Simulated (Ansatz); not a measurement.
An input for Ansatz 0.2.0 (H6PbCBr3N (CH3NH3PbBr3)):

The structure was built from a prototype and need not be the compound's stable phase.

```yaml
crystal:
  lattice:
    - [5.8213187309, 0.0324159757, 0.0022712583]
    - [0.0324159757, 5.9404160638, -0.0047210805]
    - [0.0022712583, -0.0047210805, 5.7590484621]
  atoms:
    - { symbol: C, position: [0.9047910036, 0.9540312406, 0.9996755484] }
    - { symbol: "N", position: [0.1331001664, 0.0598188283, 0.000403052] }
    - { symbol: H, position: [0.9282636413, 0.7704293229, 0.9981643961] }
    - { symbol: H, position: [0.2285468519, 1.0146442665, 0.8532031015] }
    - { symbol: H, position: [0.8111075916, 0.007871173, 0.8434813284] }
    - { symbol: H, position: [0.1245904708, 0.2347170579, 0.0016984932] }
    - { symbol: H, position: [0.8109581835, 0.0060073127, 0.1567673347] }
    - { symbol: H, position: [0.2283561027, 1.0132046161, 0.1469151635] }
    - { symbol: Pb, position: [0.484565248, 0.4906182816, 0.4998481534] }
    - { symbol: Br, position: [0.4190289606, 0.5445179638, -0.0001332024] }
    - { symbol: Br, position: [0.4409374489, -0.0132096713, 0.500150562] }
    - { symbol: Br, position: [-0.0243269835, 0.4165431027, 0.4995236299] }
kpoints:
  mp_grid: { grid: [4, 4, 4] }
  band_path:
    path:
      - [0.0, 0.0, 0.0]
      - [0.5, 0.0, 0.0]
      - [0.5, 0.5, 0.0]
      - [0.5, 0.5, 0.5]
      - [0.5, 0.5, 0.45]
    npoints: 1
hamiltonian:
  xc: hse06
  pseudopotentials: { kind: paw, azcp: { folder: soft_1 } }
scf:
  occupations: { method: fixed }
  n_extra_bands: 8
output:
  eigenvalues: true
  write_density: true
  write_potential: true
  elf: true
  volumetric_format: npy
```

```sh
ansatz run input.yaml --threads 2 --pin off --max-ram 92160MiB --backend cuda --events-out ev --progress --plain --runs-dir out --devices 1 --max-vram 13GiB
```

**Question.** Estimate wall time and host memory on 1 × NVIDIA H100 80GB HBM3 (shared by 6 runs) with 2 threads of AMD EPYC 7R13 (Zen 3), shared host.

It took 68 s; on shared hardware allow 34 s to 2.3 min. Peak host memory was 1.7 GiB. The sizes that set the cost: 3881 plane waves a state, 36 irreducible k points and 14 SCF cycles.

Exact exchange couples every pair of k points and filled bands, so it costs far more than a semilocal run.

[Paths, hosts, dates, memory and timing lines, banners, echoed tables and standing remarks are left out of the program output.]

[Logs are printed without paths, hosts, clocks, repeated set-up lines and the standing remarks that a program may print on its own settings, such as how far it seeks lower states.]

[Runs of the session that timed out or met a known fault of the program may be left out.]

[Cells called generated may have been cut or substituted from an entry of the Crystallography Open Database or the Materials Project.]

[Hosts, paths, dates, database ids (printed as entryN), source tags and the programs' standing remarks are cut or masked in the printed files.]
